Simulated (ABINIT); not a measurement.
An input for ABINIT 10.8.3 (InGaN2 (P3m1)):

```
acell 3*1.0 Angstrom
rprim 
  3.399288205422 -0.000000000005 0.000000000000
  -1.699644102707 2.943869940683 0.000000000000
  0.000000000000 0.000000000000 5.551613000000
ntypat 3
znucl 49 31 7
natom 4
typat 1 2 3 3
xred 
  0.000000000000 0.000000000000 0.998402000000
  0.666666666667 0.333333333333 0.495356000000
  0.666666666667 0.333333333333 0.145617000000
  0.000000000000 0.000000000000 0.602224000000
pp_dirpath "pseudos"
pseudos "In.upf, Ga.upf, N.upf"
ecut 45
nspinor 2
ngkpt 3 3 2
nshiftk 1
shiftk 0 0 0
kptopt 1
chksymbreak 0
istwfk *1
occopt 1
irdwfk 1
optdriver 3
nband 152
ecuteps 4.4
inclvkb 0
awtr 1
symchi 1
indata_prefix "in"
outdata_prefix "out"
tmpdata_prefix "tmp"
```

```sh
OMP_NUM_THREADS=1 mpirun -n 8 abinit run.abi > log
```

Estimate wall time and host memory on 8 MPI ranks of Arm Neoverse V2, shared host.

It took 45 s; on shared hardware allow 22 s to 90 s. Peak host memory was 3.5 GiB.

[Paths, hosts, dates, memory and timing lines, banners, echoed tables and standing remarks are left out of the program output.]

[Logs are printed without paths, hosts, clocks, repeated set-up lines and the standing remarks that a program may print on its own settings, such as how far it seeks lower states.]

[Runs of the session that timed out or met a known fault of the program may be left out.]

[Hosts, paths, dates, database ids (printed as entryN), source tags and the programs' standing remarks are cut or masked in the printed files.]

[G0W0 gaps are taken among the corrected bands and points alone; a level outside them can change the order at an edge.]

[Where Ansatz stands beside ABINIT at settings called matched, ABINIT's density can come from a denser mesh and the files from another edition; pairs whose starting gaps differed by over 0.03 eV were left out, so agreement reads better than it is.]
